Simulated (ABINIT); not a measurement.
# Na3OBr (Pm-3m): G0W0 with ABINIT, start to end

How does a plane-wave GW calculation on Na3OBr (Pm-3m) run from the first input to the gap?

Program: ABINIT 10.8.3. Level of theory: PBEsol and many-body steps on it, plane waves. Results are calculated unless marked as measured.

Report form: the programs' logs are mostly left out.

## 1. The structure

Symmetry: Pm-3m, No. 221, cubic system. The conventional cell has a = 4.533 Å, b = 4.533 Å, c = 4.533 Å, α = 90.00°, β = 90.00°, γ = 90.00°. Nearest to Na lie 2 O at 2.27 Å and 8 Na at 3.21 Å and 4 Br at 3.21 Å. Nearest to Br lie 12 Na at 3.21 Å. O has 6 Na at 2.27 Å nearest. Farther neighbours and most contacts between anions are not listed.

The cell and positions are those that the Materials Project relaxed with its own functionals (PBE, PBE+U or r2SCAN), kept fixed.

## 2. Ground state

This step: ABINIT 10.8.3; DFT, PBEsol with spin-orbit coupling, plane waves, norm-conserving pseudopotentials.

The ground-state density comes first.

Input file run.abi:

```
acell 3*1.0 Angstrom
rprim 
  4.533130000000 0.000000000000 0.000000000000
  0.000000000000 4.533130000000 0.000000000000
  0.000000000000 0.000000000000 4.533130000000
ntypat 3
znucl 11 35 8
natom 5
typat 1 1 1 2 3
xred 
  0.000000000000 0.500000000000 0.500000000000
  0.500000000000 0.000000000000 0.500000000000
  0.500000000000 0.500000000000 0.000000000000
  0.000000000000 0.000000000000 0.000000000000
  0.500000000000 0.500000000000 0.500000000000
pp_dirpath "pseudos"
pseudos "Na.upf, Br.upf, O.upf"
ecut 38
nspinor 2
ngkpt 4 4 4
nshiftk 1
shiftk 0 0 0
kptopt 1
chksymbreak 0
nband 52
occopt 1
tolvrs 1e-10
nstep 60
prtwf 0
optforces 0
optstress 0
indata_prefix "in"
outdata_prefix "out"
tmpdata_prefix "tmp"
```

On the command line:

```console
$ OMP_NUM_THREADS=1 mpirun -n 8 abinit run.abi > log
```

Run time: 80 s. Hardware: 8 MPI ranks of Arm Neoverse V2, shared host; peak memory 0.82 GiB; 11 min of CPU time.

Numbers from this step:

```yaml
total_energy: -4605.9078 eV
gap: 1.940 eV
k_of_the_valence_top: 0, 0, 0
k_of_the_conduction_bottom: 0, 0, 0
least_direct_gap: 1.940 eV
```

The gap is direct, at Γ.

## 3. Bands along the symmetry lines

Levels along a band path, at the cheap level, show where the edges lie and whether the meshes to come will hold them.

run.abi, as its differences from that of step 2:

```diff
@@ -19,14 +19,40 @@
 nspinor 2
-ngkpt 4 4 4
-nshiftk 1
-shiftk 0 0 0
-kptopt 1
-chksymbreak 0
-nband 52
-occopt 1
-tolvrs 1e-10
-nstep 60
+iscf -2
+irdden 1
+kptopt 0
+nkpt 26
+kpt 
+  0.00000000 0.00000000 0.00000000
+  0.00000000 0.12500000 0.00000000
+  0.00000000 0.25000000 0.00000000
+  0.00000000 0.37500000 0.00000000
+  0.00000000 0.50000000 0.00000000
+  0.12500000 0.50000000 0.00000000
+  0.25000000 0.50000000 0.00000000
+  0.37500000 0.50000000 0.00000000
+  0.50000000 0.50000000 0.00000000
+  0.37500000 0.37500000 0.00000000
+  0.25000000 0.25000000 0.00000000
+  0.12500000 0.12500000 0.00000000
+  0.00000000 0.00000000 0.00000000
+  0.12500000 0.12500000 0.12500000
+  0.25000000 0.25000000 0.25000000
+  0.37500000 0.37500000 0.37500000
+  0.50000000 0.50000000 0.50000000
+  0.37500000 0.50000000 0.37500000
+  0.25000000 0.50000000 0.25000000
+  0.12500000 0.50000000 0.12500000
+  0.00000000 0.50000000 0.00000000
+  0.50000000 0.50000000 0.50000000
+  0.50000000 0.50000000 0.37500000
+  0.50000000 0.50000000 0.25000000
+  0.50000000 0.50000000 0.12500000
+  0.50000000 0.50000000 0.00000000
+istwfk *1
+nband 56
+nbdbuf 6
+tolwfr 1e-08
+nstep 40
 prtwf 0
-optforces 0
-optstress 0
+prtvol 0
 indata_prefix "in"
```

Run time: 61 s. Hardware: 8 MPI ranks; peak memory 0.93 GiB.

This step gave:

- gap: 1.940 eV
- k of the valence top: 0, 0, 0
- k of the conduction bottom: 0, 0, 0
- least direct gap: 1.940 eV

The gap is 1.940 eV, as in the run before at this level.

The electronic bands at the labelled points (eV, zero at the top of the highest filled band):

```
    point  band 37  band 38  band 39  band 40  band 41  band 42  band 43  band 44
        Γ     0.00     0.00     0.00     0.00     1.94     1.94     4.87     4.87
  halfway    -0.12    -0.12    -0.09    -0.09     3.03     3.03     5.14     5.14
        X    -0.20    -0.20    -0.18    -0.18     4.21     4.21     5.49     5.49
  halfway    -0.25    -0.25    -0.17    -0.17     4.45     4.45     5.21     5.21
        M    -0.28    -0.28    -0.15    -0.15     4.48     4.48     4.58     4.58
  halfway    -0.17    -0.17    -0.13    -0.13     3.65     3.65     5.51     5.51
        Γ     0.00     0.00     0.00     0.00     1.94     1.94     4.87     4.87
  halfway    -0.32    -0.32    -0.29    -0.29     4.37     4.37     6.31     6.31
        R    -0.72    -0.72    -0.72    -0.72     6.00     6.00     6.01     6.01
  halfway    -0.45    -0.45    -0.23    -0.23     5.32     5.32     5.36     5.36
        X    -0.20    -0.20    -0.18    -0.18     4.21     4.21     5.49     5.49
jump to R    -0.72    -0.72    -0.72    -0.72     6.00     6.00     6.01     6.01
  halfway    -0.49    -0.49    -0.45    -0.45     5.21     5.21     5.79     5.79
        M    -0.28    -0.28    -0.15    -0.15     4.48     4.48     4.58     4.58
```

## 4. Empty states on the mesh, 2×2×2 mesh, 142 bands

The sums over transitions need many empty states on a uniform mesh; this step solves for them.

Input file run.abi:

```
acell 3*1.0 Angstrom
rprim 
  4.533130000000 0.000000000000 0.000000000000
  0.000000000000 4.533130000000 0.000000000000
  0.000000000000 0.000000000000 4.533130000000
ntypat 3
znucl 11 35 8
natom 5
typat 1 1 1 2 3
xred 
  0.000000000000 0.500000000000 0.500000000000
  0.500000000000 0.000000000000 0.500000000000
  0.500000000000 0.500000000000 0.000000000000
  0.000000000000 0.000000000000 0.000000000000
  0.500000000000 0.500000000000 0.500000000000
pp_dirpath "pseudos"
pseudos "Na.upf, Br.upf, O.upf"
ecut 38
nspinor 2
ngkpt 2 2 2
nshiftk 1
shiftk 0 0 0
kptopt 1
chksymbreak 0
iscf -2
irdden 1
istwfk *1
nband 142
nbdbuf 12
tolwfr 1e-09
nstep 60
prtvol 0
indata_prefix "in"
outdata_prefix "out"
tmpdata_prefix "tmp"
```

Wall time 65 s (8 MPI ranks); peak memory 0.77 GiB; 8.6 min of CPU time.

This step gave:

```
gap                                                           : 1.940 eV
k of the valence top                                          : 0, 0, 0
k of the conduction bottom                                    : 0, 0, 0
least direct gap                                              : 1.940 eV
k points computed                                             : 4
lowest point of the top converged band, above the valence top : 31.50 eV
```

On this mesh the gap is 1.940 eV.

## 5. Screening, 2×2×2 mesh, 130 bands, screening to 98 eV

The RPA dielectric matrix is built and inverted for each q.

This step: RPA screening on PBEsol with spin-orbit coupling, plane waves, norm-conserving pseudopotentials.

run.abi, as its differences from that of step 4:

```diff
@@ -24,10 +24,11 @@
 chksymbreak 0
-iscf -2
-irdden 1
 istwfk *1
-nband 142
-nbdbuf 12
-tolwfr 1e-09
-nstep 60
-prtvol 0
+occopt 1
+irdwfk 1
+optdriver 3
+nband 130
+ecuteps 3.6
+inclvkb 0
+awtr 1
+symchi 1
 indata_prefix "in"
```

It took 12 s on 8 MPI ranks; peak memory 2.7 GiB.

This step gave:

* ε∞ with local fields, on this mesh, along the program's q direction: 5.672
* the same without local fields: 6.203
* plasma frequency: 24.33 eV
* plane waves in the screening matrix: 203

Local fields lower ε∞ by 9 %. On a Γ-centred mesh this coarse the value itself is usually too large, while a short band sum pulls it down.

## 6. Self-energy, 2×2×2 mesh, 130 bands, screening to 98 eV

The self-energy is evaluated for the states that the input lists, and the levels follow from it, in one-shot runs by the linearised quasiparticle equation.

This step: G0W0 on PBEsol with spin-orbit coupling, plane waves, norm-conserving pseudopotentials.

run.abi, as its differences from that of step 5:

```diff
@@ -27,8 +27,15 @@
 irdwfk 1
-optdriver 3
+optdriver 4
 nband 130
+gwcalctyp 0
+ecutsigx 38
+symsigma 0
+nkptgw 1
+kptgw 
+  0.0000000000 0.0000000000 0.0000000000
+bdgw 
+  37 46
 ecuteps 3.6
-inclvkb 0
-awtr 1
-symchi 1
+irdscr 1
+ppmodel 1
 indata_prefix "in"
```

It took 9.7 s on 8 MPI ranks; peak memory 2.3 GiB.

Numbers from this step:

| Item | Value |
| --- | --- |
| G0W0 gap on the points computed | 3.096 eV |
| starting gap on the mesh | 1.940 eV |
| k of the valence top | 0, 0, 0 |
| k of the conduction bottom | 0, 0, 0 |
| Z at the valence top | 0.741 |
| Z at the conduction bottom | 0.828 |
| least direct G0W0 gap on the computed points | 3.096 eV |

The gap on the mesh goes from 1.94 eV to 3.10 eV, a correction of +1.16 eV.

Limits: finite bands, cutoff and mesh; screening head approximate; coarse k mesh. v1 is the top filled band, c1 the lowest empty one. The levels before and after the correction (eV, zero at the valence-band top of each column):

```
           conduction bottom  valence top
Kohn-Sham               1.94         0.00
     G0W0               3.10         0.00
```

```
             level  energy (eV)
Kohn-Sham  Γ v4-v1        0.000
Kohn-Sham  Γ c1-c2        1.940
Kohn-Sham  Γ c3-c6        4.865
     G0W0  Γ v4-v1        0.000
     G0W0  Γ c1-c2        3.096
     G0W0  Γ c3-c6        6.024
```

## 7. Where the time went

Times are wall times on 8 MPI ranks of Arm Neoverse V2, shared host, good to a factor of about two.

```
                          step   time  share  memory (GiB)
                  ground state   80 s   35 %          0.82
bands along the symmetry lines   61 s   27 %          0.93
      empty states on the mesh   65 s   28 %          0.77
                     screening   12 s    5 %           2.7
                   self-energy  9.7 s    4 %           2.3
```

## 8. Summary of results

```json
{
  "PBEsol gap": "1.94 eV, direct",
  "G0W0 gap on the mesh": "3.10 eV",
  "GW settings": "2×2×2 mesh, 130 bands, screening to 98 eV, Godby-Needs plasmon pole",
  "known limits": "not at the basis limit; screening head approximate; coarse k mesh"
}
```

**Reading.** G0W0 moves the gap on the mesh from 1.94 eV to 3.10 eV (+1.16 eV), with Z of 0.74 and 0.83 at the edges. Local fields lower the RPA ε∞ on this mesh from 6.20 to 5.67; a Γ-centred mesh this coarse tends to raise both, most where the direct gap is narrow, while a short band sum lowers them. Only 1 of the mesh's irreducible points was corrected, so a valley elsewhere could overtake. Bands and cutoff are finite, so the gap is not at the basis limit. The miss can reach some tenths of an eV and take either sign; the mesh is an error of its own. In the G0W0 run levels were corrected at 1 k point alone, so a gap called «on the mesh» is the least over those, and an edge elsewhere would be missed. The 2×2×2 mesh is coarse for this cell, which bears on the long-range parts of exchange and screening. The long-wavelength limit of the screening leaves out the non-local commutator, which shifts ε∞.

[Paths, hosts, dates, memory and timing lines, banners, echoed tables and standing remarks are left out of the program output.]

[Logs are printed without paths, hosts, clocks, repeated set-up lines and the standing remarks that a program may print on its own settings, such as how far it seeks lower states.]

[Runs of the session that timed out or met a known fault of the program may be left out.]

[Hosts, paths, dates, database ids (printed as entryN), source tags and the programs' standing remarks are cut or masked in the printed files.]

[G0W0 gaps are taken among the corrected bands and points alone; a level outside them can change the order at an edge.]

[Where Ansatz stands beside ABINIT at settings called matched, ABINIT's density can come from a denser mesh and the files from another edition; pairs whose starting gaps differed by over 0.03 eV were left out, so agreement reads better than it is.]
